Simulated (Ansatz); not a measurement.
# Li on Cu(100): change of the work function, part 3 of 5

How does Li on the hollow site change the work function of Cu(100) as the layer fills?

Ansatz 0.2.0; plane-wave DFT, PBE, Ansatz PAW.

So far, work function, upper face (eV): step 2 (the clean slab) 4.57; step 3 (17 atoms, coverage 0.25 ML, cell 2x2) 2.38.

## Step 4: The covered slab, k-mesh 6×6×1, coverage 0.5 ML

System of this step: Li/Cu(100). The cell holds 18 atoms: 16 Cu and 2 Li. Cell: a = 5.105 Å, b = 5.105 Å, c = 25.466 Å, α = 90.0°, β = 90.0°, γ = 90.0°. Vacuum lies along c.

Another coverage, to see how the dipoles act on each other as their distance changes.

Contents of input.yaml:

```yaml
crystal:
  lattice:
    - [5.1053109602, 0.0, 0.0]
    - [0.0, 5.1053109602, 0.0]
    - [0.0, 0.0, 25.4661087593]
  atoms:
    - { symbol: Cu, position: [0.25, 0.25, 0.3534108837] }
    - { symbol: Cu, position: [0.0, 0.0, 0.4242893998] }
    - { symbol: Cu, position: [0.25, 0.25, 0.4963981726] }
    - { symbol: Cu, position: [0.0, 0.0, 0.5661630324] }
    - { symbol: Cu, position: [0.25, 0.75, 0.3534108837] }
    - { symbol: Cu, position: [0.0, 0.5, 0.4242893998] }
    - { symbol: Cu, position: [0.25, 0.75, 0.4963981726] }
    - { symbol: Cu, position: [0.0, 0.5, 0.5661630324] }
    - { symbol: Cu, position: [0.75, 0.25, 0.3534108837] }
    - { symbol: Cu, position: [0.5, 0.0, 0.4242893998] }
    - { symbol: Cu, position: [0.75, 0.25, 0.4963981726] }
    - { symbol: Cu, position: [0.5, 0.0, 0.5661630324] }
    - { symbol: Cu, position: [0.75, 0.75, 0.3534108837] }
    - { symbol: Cu, position: [0.5, 0.5, 0.4242893998] }
    - { symbol: Cu, position: [0.75, 0.75, 0.4963981726] }
    - { symbol: Cu, position: [0.5, 0.5, 0.5661630324] }
    - { symbol: Li, position: [0.25, 0.25, 0.6465891163] }
    - { symbol: Li, position: [0.75, 0.75, 0.6465891163] }
kpoints:
  mp_grid: { grid: [6, 6, 1] }
hamiltonian:
  xc: pbe
scf:
  occupations: { method: fermi_dirac, width: 0.1 }
  convergence: { dr2_threshold: 1.0e-08 }
efield:
  axis: 3
  dipole_correction: true
  ramp_position: 0.97
  ramp_width: 0.06
relax:
  f_tol: 0.02
  max_steps: 60
  constraints: [{ sites: [0, 1, 4, 5, 8, 9, 12, 13] }]
output:
  bader: true
  dos: { projected: true, e_range: [-8, 4] }
  write_potential: true
  write_density: true
  volumetric_format: npy
```

The run is started by

```sh
> ansatz run input.yaml --threads 4 --pin off --max-ram 12288MiB --backend cpu --events-out ev --progress --plain --runs-dir out
```

Numbers of over 12 decimals in the logs are rounded to 6 here.

The program printed:

```text
[...]
Crystal: 18 atoms, lattice volume = 663.754 Å³
Basis set: ecut = 420 eV, 12965 PW (Γ), exchange–correlation on 72×72×360 points (8 copies of the dense FFT grid, shifted against one another)
Bands: 186, of which v1, the nominal top of the filled ones, is band 155 counted from 1 (154 counted from 0)
Symmetry: 16 space group operations
[...]
k-points: 10 of 36
[...]
SCF iter   1: F=—  HF=-106408.448166 eV  |F-HF|=—  |Δ(HF+E_count)|=         —  Δρ=3.19e-3  dr2=1.43e0  ethr=1.77e-3  p=0.355 e·Å  D=9.68e-2 V/Å  ΔV_dip=-2.47 eV  dr2_dipole=6.34e-1  V_vac-E_F(+/−)=2.06/4.53 eV  ⟨swp⟩=7.1  Hψ=7492  notcnv=0  defer=75
[...]
SCF iter  14: F=-106408.401420 eV  HF=-106408.401420 eV  |F-HF|=1.09e-8  |Δ(HF+E_count)|=   2.54e-8  Δρ=8.65e-7  dr2=3.78e-9  ethr=3.23e-12  p=0.284 e·Å  D=7.75e-2 V/Å  ΔV_dip=-1.97 eV  dr2_dipole=1.68e-12  V_vac-E_F(+/−)=2.55/4.52 eV  ⟨swp⟩=18.6  Hψ=15674  notcnv=0
SCF 1 converged in 14 iterations: F = -106408.401420 eV  dr2 = 3.78e-9
[...]
relax step   1: F+E_penalty+E_count = -106408.40142022 eV  Δ(F+E_penalty+E_count) = +0.000e0 eV  max|allowed force component| = 3.533e-1 eV/Å  Δτ_max = 0.0000 Å  (14 SCF iters, accepted)
[...]
SCF iter  12: F=-106408.476112 eV  HF=-106408.476112 eV  |F-HF|=7.14e-8  |Δ(HF+E_count)|=   1.27e-7  Δρ=9.61e-7  dr2=5.60e-9  ethr=1.51e-12  p=0.299 e·Å  D=8.16e-2 V/Å  ΔV_dip=-2.08 eV  dr2_dipole=3.77e-10  V_vac-E_F(+/−)=2.46/4.53 eV  ⟨swp⟩=13.9  Hψ=12331  notcnv=0
SCF 2 converged in 12 iterations: F = -106408.476112 eV  dr2 = 5.60e-9
relax step   2: F+E_penalty+E_count = -106408.47611214 eV  Δ(F+E_penalty+E_count) = -7.469e-2 eV  max|allowed force component| = 1.357e-1 eV/Å  Δτ_max = 0.1949 Å  (12 SCF iters, accepted)
SCF iter   1: F=—  HF=-106408.482560 eV  |F-HF|=—  |Δ(HF+E_count)|=         —  Δρ=6.81e-4  dr2=3.69e-3  ethr=1.35e-5  p=0.299 e·Å  D=8.16e-2 V/Å  ΔV_dip=-2.08 eV  dr2_dipole=2.49e-5  V_vac-E_F(+/−)=2.45/4.53 eV  ⟨swp⟩=2.5  Hψ=3299  notcnv=0  defer=161
[...]
SCF iter  10: F=-106408.481677 eV  HF=-106408.481677 eV  |F-HF|=1.80e-8  |Δ(HF+E_count)|=   9.84e-8  Δρ=1.38e-6  dr2=9.33e-9  ethr=3.23e-12  p=0.300 e·Å  D=8.17e-2 V/Å  ΔV_dip=-2.08 eV  dr2_dipole=6.54e-10  V_vac-E_F(+/−)=2.45/4.53 eV  ⟨swp⟩=11.3  Hψ=13407  notcnv=0
SCF 3 converged in 10 iterations: F = -106408.481677 eV  dr2 = 9.33e-9
relax step   3: F+E_penalty+E_count = -106408.48167705 eV  Δ(F+E_penalty+E_count) = -5.565e-3 eV  max|allowed force component| = 6.835e-2 eV/Å  Δτ_max = 0.0279 Å  (10 SCF iters, accepted)
SCF iter   1: F=—  HF=-106408.483849 eV  |F-HF|=—  |Δ(HF+E_count)|=         —  Δρ=6.38e-4  dr2=1.87e-3  ethr=5.05e-6  p=0.300 e·Å  D=8.17e-2 V/Å  ΔV_dip=-2.08 eV  dr2_dipole=3.57e-5  V_vac-E_F(+/−)=2.45/4.53 eV  ⟨swp⟩=2.7  Hψ=3310  notcnv=0  defer=161
[...]
SCF iter  10: F=-106408.483247 eV  HF=-106408.483247 eV  |F-HF|=1.06e-8  |Δ(HF+E_count)|=   2.83e-8  Δρ=8.83e-7  dr2=3.36e-9  ethr=3.23e-12  p=0.300 e·Å  D=8.18e-2 V/Å  ΔV_dip=-2.08 eV  dr2_dipole=1.78e-10  V_vac-E_F(+/−)=2.45/4.53 eV  ⟨swp⟩=12.6  Hψ=12619  notcnv=0
SCF 4 converged in 10 iterations: F = -106408.483247 eV  dr2 = 3.36e-9
relax step   4: F+E_penalty+E_count = -106408.48324671 eV  Δ(F+E_penalty+E_count) = -1.570e-3 eV  max|allowed force component| = 2.597e-3 eV/Å  Δτ_max = 0.0139 Å  (10 SCF iters, accepted)
[...]
WARN: The input density's exchange-correlation potential varies sharply where the density is thin. Do not read a vacuum level from v_tot or v_xc, or from such a field of the output density. On a cell that repeats whose density bears no net charge and no dipole along the vacuum's axis use v_es (v_loc + v_h of the components); under efield.dipole_correction with no amplitude use v_es + v_field, which holds any external [...]
SCF converged after 10 iterations
Free energy (F): -106408.483247 eV
[...]
Internal energy: -106408.262254 eV  (E = F + TS)
E sigma→0 (E₀):  -106408.372750 eV
Entropy (-TS):   -0.220993 eV (-12.277 meV/atom)
Fermi energy:    2.596503 eV
Dipole field:    D = 0.081841 V/Å  (p = 0.300204 e·Å, saw-weighted, corrected)
Work function:   Φ+ = 2.4482 eV   Φ− = 4.5324 eV
[...]
--- Forces (eV/Å), atoms counted from 1 ---
  atom   1  Cu     0.00000000    -0.00000000     0.11459909
  atom   2  Cu     0.00000000    -0.00000000    -0.11508550
  atom   3  Cu     0.00000000     0.00000000    -0.00259667
  atom   4  Cu     0.00000000    -0.00000000     0.00246147
  atom   5  Cu     0.00000000     0.00000000     0.11568623
  atom   6  Cu     0.00000000     0.00000000    -0.11508550
  atom   7  Cu     0.00000000     0.00000000    -0.00101593
  atom   8  Cu     0.00000000     0.00000000     0.00246147
  atom   9  Cu     0.00000000    -0.00000000     0.11568623
  atom  10  Cu     0.00000000     0.00000000    -0.11508550
  atom  11  Cu     0.00000000     0.00000000    -0.00101593
  atom  12  Cu     0.00000000     0.00000000     0.00246147
  atom  13  Cu     0.00000000     0.00000000     0.11459909
  atom  14  Cu     0.00000000    -0.00000000    -0.11508550
  atom  15  Cu     0.00000000     0.00000000    -0.00259667
  atom  16  Cu     0.00000000    -0.00000000     0.00246147
  atom  17  Li     0.00000000    -0.00000000    -0.00142558
  atom  18  Li     0.00000000     0.00000000    -0.00142558
  max |Σ_I F_I| component: 1.84e-6 eV/Å
--- Band table (eV; the first three rows and the last of 10) ---
  k-point 0: bands = [... 151 lower, 2.1505, 2.1505, 2.2492, 2.3512, 2.4446, 2.5712, 2.5712, 2.7654, ... 27 higher]
  k-point 1: bands = [... 151 lower, 1.6048, 2.3895, 2.3983, 2.4904, 2.5215, 2.8341, 2.9898, 3.8209, ... 27 higher]
  k-point 2: bands = [... 151 lower, 1.7338, 2.1792, 2.7867, 2.7909, 3.2626, 3.5338, 3.5583, 3.7302, ... 27 higher]
  k-point 9: bands = [... 151 lower, 1.2685, 1.3359, 1.3359, 2.4335, 2.4335, 2.5992, 2.5992, 4.1472, ... 27 higher]
--- Relaxed structure (4 steps of the walk, 4 accepted, 0 SCFs on fresh bases) ---
  F+E_penalty+E_count = -106408.48324671 eV   max|allowed force component| = 2.597e-3 eV/Å
  atoms:
    - { symbol: Cu, position: [0.25, 0.25, 0.3534108837] }
    - { symbol: Cu, position: [0.0, 0.0, 0.424289] }
    - { symbol: Cu, position: [0.25, 0.25, 0.496051] }
    - { symbol: Cu, position: [0, 0, 0.567449] }
    - { symbol: Cu, position: [0.25, 0.750000, 0.3534108837] }
    - { symbol: Cu, position: [0.0, 0.5, 0.424289] }
    - { symbol: Cu, position: [0.25, 0.750000, 0.496161] }
    - { symbol: Cu, position: [0, 0.5, 0.567449] }
    - { symbol: Cu, position: [0.750000, 0.25, 0.3534108837] }
    - { symbol: Cu, position: [0.5, 0.0, 0.424289] }
    - { symbol: Cu, position: [0.750000, 0.25, 0.496161] }
    - { symbol: Cu, position: [0.5, 0, 0.567449] }
    - { symbol: Cu, position: [0.750000, 0.750000, 0.3534108837] }
    - { symbol: Cu, position: [0.5, 0.5, 0.424289] }
    - { symbol: Cu, position: [0.750000, 0.750000, 0.496051] }
    - { symbol: Cu, position: [0.5, 0.5, 0.567449] }
    - { symbol: Li, position: [0.25, 0.25, 0.640576] }
    - { symbol: Li, position: [0.750000, 0.750000, 0.640576] }
--- Bader charges: 18 sites ---
  site symbol  charge [e]  shift [e]
     0     Cu     -0.0162     0.0002
     1     Cu      0.0197     0.0002
     2     Cu      0.0058     0.0000
     3     Cu     -0.4115     0.0003
     4     Cu     -0.0247     0.0002
     5     Cu      0.0197     0.0002
     6     Cu      0.0023     0.0001
     7     Cu     -0.4115     0.0003
     8     Cu     -0.0247     0.0002
     9     Cu      0.0197     0.0002
    10     Cu      0.0023     0.0001
    11     Cu     -0.4115     0.0003
    12     Cu     -0.0162     0.0002
    13     Cu      0.0197     0.0002
    14     Cu      0.0058     0.0000
    15     Cu     -0.4115     0.0003
    16     Li      0.8164     0.0008
    17     Li      0.8164     0.0008
  estimated error of the sums over rays = 4.1e-4 e
```

Wall time 4.4 min (4 threads of Intel Xeon Platinum 8259CL at 2.50GHz (Skylake/Cascade Lake), shared host); peak memory 3.2 GiB; 17 min of CPU time.

Relaxation path:

| step | energy less that of the first step (eV) | largest force component (eV/Å) |
| --- | --- | --- |
| 1 | 0.0000 | 0.3533 |
| 2 | -0.0747 | 0.1357 |
| 3 | -0.0803 | 0.0684 |
| 4 | -0.0818 | 0.0026 |

The run keeps the 16 symmetry operations that it works with, so distortions that break them were not tested.

The atoms that moved most (Å):

| atom | dx | dy | dz | length |
| --- | --- | --- | --- | --- |
| Li18 | 0.000 | 0.000 | -0.153 | 0.153 |
| Li17 | 0.000 | 0.000 | -0.153 | 0.153 |
| Cu4 | 0.000 | 0.000 | 0.033 | 0.033 |
| Cu8 | 0.000 | 0.000 | 0.033 | 0.033 |
| Cu16 | 0.000 | 0.000 | 0.033 | 0.033 |
| Cu12 | 0.000 | 0.000 | 0.033 | 0.033 |
| Cu3 | 0.000 | 0.000 | -0.009 | 0.009 |
| Cu15 | 0.000 | 0.000 | -0.009 | 0.009 |

The relaxed structure:

```
Cu Li
1.0
     5.10531    0.00000    0.00000
     0.00000    5.10531    0.00000
     0.00000    0.00000   25.46611
Cu Li
16 2
Cartesian
  1.2763 1.2763 9.0000
  0.0000 0.0000 10.8050
  1.2763 1.2763 12.6325
  0.0000 0.0000 14.4507
  1.2763 3.8290 9.0000
  0.0000 2.5527 10.8050
  1.2763 3.8290 12.6353
  0.0000 2.5527 14.4507
  3.8290 1.2763 9.0000
  2.5527 0.0000 10.8050
  3.8290 1.2763 12.6353
  2.5527 0.0000 14.4507
  3.8290 3.8290 9.0000
  2.5527 2.5527 10.8050
  3.8290 3.8290 12.6325
  2.5527 2.5527 14.4507
  1.2763 1.2763 16.3130
  3.8290 3.8290 16.3130
```

Numbers from this step:

```yaml
energy_at_zero_smearing: -106408.3728 eV
work_function_upper_face: 2.448 eV
work_function_lower_face: 4.532 eV
dipole_along_the_normal: 0.3002 e·Å
step_between_the_vacuum_levels: -2.084 eV
```

The density of states has structure finer than the step of the table below, so its rows give means over 0.5 eV, whole bins alone (the curve runs from -8 to 1.98 eV). Peaks (eV: height): -3.25: 88.5, -2.92: 88.7, -2.83: 98.9, -2.71: 107, -2.17: 85.2, -1.74: 94.0, -1.50: 94.4.

Density of states against energy, zero at the Fermi level; means over each step:

| energy (eV) | density of states (states/eV a cell) |
| --- | --- |
| -7.5 | 1.19 |
| -7.0 | 2.47 |
| -6.5 | 2.26 |
| -6.0 | 3.20 |
| -5.5 | 4.27 |
| -5.0 | 8.01 |
| -4.5 | 16.4 |
| -4.0 | 31.7 |
| -3.5 | 34.6 |
| -3.0 | 57.6 |
| -2.5 | 56.8 |
| -2.0 | 70.3 |
| -1.5 | 48.4 |
| -1.0 | 7.60 |
| -0.5 | 5.54 |
| 0.0 | 7.29 |
| 0.5 | 6.08 |
| 1.0 | 4.19 |
| 1.5 | 7.76 |

Projected DOS per atom over height of the atomic layer and energy from the Fermi level. Layers: Cu4 Cu4 Cu4 Cu4 Li2 from below.

Ten even steps from '0' (0.00 states/eV) to '9' (5.60 states/eV), each cell a mean:
```
00000
00000
00000
00000
00000
00000
00000
63320
96770
85680
55670
35450
23330
14420
02210
00100
00000
00000
00000
00000
00000
00000
```
Columns: height of the atomic layer (Å) from 9 to 16.3; rows upwards: energy from the Fermi level (eV) from -7.96 to 1.95.

The relaxation took 4 steps and lowered the energy by 0.082 eV; the largest force on the free atoms ends at 0.0026 eV/Å.

The covered face has 2.45 eV, -2.12 eV against the clean one; the bare back face has moved by -0.05 eV, a measure of how thin the slab is.

## Step 5: Adsorbate added, k-mesh 12×12×1, coverage 1 ML

System of this step: Li/Cu(100). The cell holds 5 atoms: 4 Cu and 1 Li. Its edges and angles: a = 2.553 Å, b = 2.553 Å, c = 25.466 Å, α = 90.0°, β = 90.0°, γ = 90.0°. Vacuum lies along c.

Another coverage, to see how the dipoles act on each other as their distance changes.

input.yaml, the sections that differ from step 4:

```yaml
crystal:
  lattice:
    - [2.5526554801, 0.0, 0.0]
    - [0.0, 2.5526554801, 0.0]
    - [0.0, 0.0, 25.4661087593]
  atoms:
    - { symbol: Cu, position: [0.5, 0.5, 0.3534108837] }
    - { symbol: Cu, position: [0.0, 0.0, 0.4242893998] }
    - { symbol: Cu, position: [0.5, 0.5, 0.4963981726] }
    - { symbol: Cu, position: [0.0, 0.0, 0.5661630324] }
    - { symbol: Li, position: [0.5, 0.5, 0.6465891163] }
kpoints:
  mp_grid: { grid: [12, 12, 1] }
relax:
  f_tol: 0.02
  max_steps: 60
  constraints: [{ sites: [0, 1] }]
output:
  bader: true
  write_potential: true
  write_density: true
  volumetric_format: npy
# hamiltonian, scf, efield: as in step 4
```

The program printed:

```text
[...]
Crystal: 5 atoms, lattice volume = 165.938 Å³
Basis set: ecut = 420 eV, 3257 PW (Γ), exchange–correlation on 36×36×360 points (8 copies of the dense FFT grid, shifted against one another)
Bands: 48, of which v1, the nominal top of the filled ones, is band 40 counted from 1 (39 counted from 0)
Symmetry: 8 space group operations
[...]
- { symbol: Cu, position: [0.5, 0.5, 0.496152] }
    - { symbol: Cu, position: [0, 0.0, 0.568202] }
    - { symbol: Li, position: [0.5, 0.5, 0.641209] }
--- Bader charges: 5 sites ---
  site symbol  charge [e]  shift [e]
     0     Cu     -0.0208     0.0002
     1     Cu      0.0205     0.0002
     2     Cu     -0.0043     0.0000
     3     Cu     -0.7656     0.0003
     4     Li      0.7703     0.0003
  estimated error of the sums over rays = 2.9e-4 e
[key lines of the parts left out:]
SCF converged after 10 iterations
Free energy (F): -26704.545112 eV
Fermi energy:    2.484076 eV
Dipole field:    D = 0.040243 V/Å  (p = 0.036904 e·Å, saw-weighted, corrected)
Work function:   Φ+ = 3.5450 eV   Φ− = 4.5698 eV
```

Run time: 50 s. Hardware: 4 threads; peak memory 0.61 GiB; 3.2 min of CPU time.

Relaxation path:

| step | energy less that of the first step (eV) | largest force component (eV/Å) |
| --- | --- | --- |
| 1 | 0.0000 | 0.4941 |
| 2 | -0.0328 | 0.1629 |
| 3 | -0.0351 | 0.0726 |
| 4 | -0.0357 | 0.0017 |

Forces are held to the 8 operations that the run works with; a distortion that breaks them can't arise in this run.

The atoms that moved most (Å):

| atom | dx | dy | dz | length |
| --- | --- | --- | --- | --- |
| Li5 | 0.000 | 0.000 | -0.137 | 0.137 |
| Cu4 | 0.000 | 0.000 | 0.052 | 0.052 |
| Cu3 | 0.000 | 0.000 | -0.006 | 0.006 |

The relaxed structure:

```cif
data_structure
_symmetry_space_group_name_H-M 'P 1'
_symmetry_Int_Tables_number 1
_cell_length_a 2.5527
_cell_length_b 2.5527
_cell_length_c 25.4661
_cell_angle_alpha 90.000
_cell_angle_beta 90.000
_cell_angle_gamma 90.000
_cell_volume 165.94
loop_
_atom_site_label
_atom_site_type_symbol
_atom_site_fract_x
_atom_site_fract_y
_atom_site_fract_z
_atom_site_occupancy
Cu1 Cu 0.50000 0.50000 0.35341 1
Cu2 Cu 0.00000 0.00000 0.42429 1
Cu3 Cu 0.50000 0.50000 0.49615 1
Cu4 Cu 0.00000 0.00000 0.56820 1
Li5 Li 0.50000 0.50000 0.64121 1
```

The relaxation took 4 steps and lowered the energy by 0.036 eV; the largest force on the free atoms ends at 0.0017 eV/Å.

The covered face has 3.54 eV, -1.03 eV against the clean one; the bare back face has moved by -0.01 eV, a measure of how thin the slab is.

## Step 6: Work function against coverage

This step: plane-wave DFT, PBE, Ansatz PAW; work function against coverage (Ansatz 0.2.0).

The runs are now put side by side.

Numbers from this step:

* work function of the clean face: 4.571 eV
* largest change of the work function: -2.194 eV

Table of work function of the covered face by coverage:

| coverage (adsorbates/nm²) | work function of the covered face (eV) |
| --- | --- |
| 0.00 | 4.57 |
| 3.84 | 2.38 |
| 7.67 | 2.45 |
| 15.35 | 3.54 |

The dipole per adsorbate comes from the change of the cell's dipole. Coverage, by row:

| coverage (1/nm²) | coverage (ML) | work function (eV) | change (eV) | dipole per adsorbate, positive end outwards (debye) | mean height of the added atoms over the highest substrate atom (Å) |
| --- | --- | --- | --- | --- | --- |
| 3.837 | 0.25 | 2.377 | -2.194 | 1.494 | 1.846 |
| 7.673 | 0.5 | 2.448 | -2.122 | 0.717 | 1.862 |
| 15.35 | 1 | 3.545 | -1.026 | 0.175 | 1.859 |

## Step 7: The slab at 0.25 ML, atoms frozen

This step: plane-wave DFT, PBE, Ansatz PAW (Ansatz 0.2.0).

System of this step: Li/Cu(100). The cell holds 17 atoms: 16 Cu and 1 Li. Cell: a = 5.105 Å, b = 5.105 Å, c = 25.466 Å, α = 90.0°, β = 90.0°, γ = 90.0°. Vacuum lies along c.

To see where the charge goes, the covered slab, the bare substrate and the adsorbate layer are each run at the same frozen positions and on the same grid.

Contents of input.yaml:

```yaml
crystal:
  lattice:
    - [5.1053109602, 0.0, 0.0]
    - [0.0, 5.1053109602, 0.0]
    - [0.0, 0.0, 25.4661087593]
  atoms:
    - { symbol: Cu, position: [0.25, 0.25, 0.3534108837] }
    - { symbol: Cu, position: [0.0, 0.0, 0.4242893998] }
    - { symbol: Cu, position: [0.25, 0.25, 0.4963419079] }
    - { symbol: Cu, position: [-0.0013814203, -0.0013814203, 0.5668490948] }
    - { symbol: Cu, position: [0.25, 0.75, 0.3534108837] }
    - { symbol: Cu, position: [0.0, 0.5, 0.4242893998] }
    - { symbol: Cu, position: [0.25, 0.75, 0.4961762635] }
    - { symbol: Cu, position: [-0.0013814203, 0.5013814203, 0.5668490948] }
    - { symbol: Cu, position: [0.75, 0.25, 0.3534108837] }
    - { symbol: Cu, position: [0.5, 0.0, 0.4242893998] }
    - { symbol: Cu, position: [0.75, 0.25, 0.4961762635] }
    - { symbol: Cu, position: [0.5013814203, -0.0013814203, 0.5668490948] }
    - { symbol: Cu, position: [0.75, 0.75, 0.3534108837] }
    - { symbol: Cu, position: [0.5, 0.5, 0.4242893998] }
    - { symbol: Cu, position: [0.75, 0.75, 0.4959485217] }
    - { symbol: Cu, position: [0.5013814203, 0.5013814203, 0.5668490948] }
    - { symbol: Li, position: [0.25, 0.25, 0.639322075] }
kpoints:
  mp_grid: { grid: [6, 6, 1] }
hamiltonian:
  xc: pbe
scf:
  occupations: { method: fermi_dirac, width: 0.1 }
  convergence: { dr2_threshold: 1.0e-08 }
efield:
  axis: 3
  dipole_correction: true
  ramp_position: 0.97
  ramp_width: 0.06
output:
  write_potential: true
  write_density: true
  volumetric_format: npy
```

The program printed:

```text
[...]
Crystal: 17 atoms, lattice volume = 663.754 Å³
Basis set: ecut = 420 eV, 12965 PW (Γ)
Bands: 185, of which v1, the nominal top of the filled ones, is band 154 counted from 1 (153 counted from 0)
Symmetry: 8 space group operations
[...]
k-points: 10 of 36
[...]
SCF iter   1: F=—  HF=-106203.238335 eV  |F-HF|=—  |Δ(HF+E_count)|=         —  Δρ=2.82e-3  dr2=7.71e-1  ethr=1.77e-3  p=0.361 e·Å  D=9.85e-2 V/Å  ΔV_dip=-2.51 eV  dr2_dipole=2.46e-1  V_vac-E_F(+/−)=2.02/4.53 eV  ⟨swp⟩=8.8  Hψ=8048  notcnv=0  defer=94
[...]
SCF iter  13: F=-106203.211319 eV  HF=-106203.211319 eV  |F-HF|=1.31e-9  |Δ(HF+E_count)|=   3.46e-8  Δρ=7.19e-7  dr2=4.13e-9  ethr=3.26e-12  p=0.313 e·Å  D=8.52e-2 V/Å  ΔV_dip=-2.17 eV  dr2_dipole=2.30e-10  V_vac-E_F(+/−)=2.38/4.55 eV  ⟨swp⟩=18.5  Hψ=8584  notcnv=0
SCF 1 converged in 13 iterations: F = -106203.211319 eV  dr2 = 4.13e-9
[...]
SCF converged after 13 iterations
Free energy (F): -106203.211319 eV
[...]
Internal energy: -106203.001396 eV  (E = F + TS)
E sigma→0 (E₀):  -106203.106357 eV
Entropy (-TS):   -0.209923 eV (-12.348 meV/atom)
Fermi energy:    2.464323 eV
Dipole field:    D = 0.085226 V/Å  (p = 0.312622 e·Å, saw-weighted, corrected)
Work function:   Φ+ = 2.3770 eV   Φ− = 4.5474 eV
[...]
--- Band table (eV; the first three rows and the last of 10) ---
  k-point 0: bands = [... 150 lower, 2.0540, 2.0600, 2.1189, 2.2452, 2.3365, 2.4267, 2.4267, 3.0485, ... 27 higher]
  k-point 1: bands = [... 150 lower, 1.7770, 2.2854, 2.3430, 2.4410, 2.5220, 2.6909, 3.3344, 3.7350, ... 27 higher]
  k-point 2: bands = [... 150 lower, 1.7787, 2.3922, 2.6668, 2.6855, 3.2788, 3.4291, 3.7642, 3.7734, ... 27 higher]
  k-point 9: bands = [... 150 lower, 1.2186, 1.2215, 1.2677, 2.5161, 2.5161, 2.5273, 2.6600, 4.5092, ... 27 higher]
```

Run time: 65 s. Hardware: 4 threads; peak memory 3 GiB; 4.1 min of CPU time.

Numbers from this step:

* energy at zero smearing: -106203.1064 eV
* work function, upper face: 2.377 eV
* work function, lower face: 4.547 eV
* dipole along the normal: 0.3126 e·Å
* step between the vacuum levels: -2.170 eV

The work function of the upper face is 2.38 eV.

(Continued in part 4 of 5.)

[Logs are printed without paths, hosts, clocks, repeated set-up lines and the standing remarks that a program may print on its own settings, such as how far it seeks lower states.]

[Hosts, paths, dates, database ids (printed as entryN), source tags and the programs' standing remarks are cut or masked in the printed files.]

[Maps of the electrostatic potential energy from Ansatz leave out the sawtooth potential of an applied field or a dipole correction, so their vacuum need not be flat; planar profiles and work functions include it.]

[The density of states shown here was stored with 400 of the rows of the run's finer table, so its peaks can read low, often by over a quarter, or be missed, and its means over a window can be off by a tenth or more.]
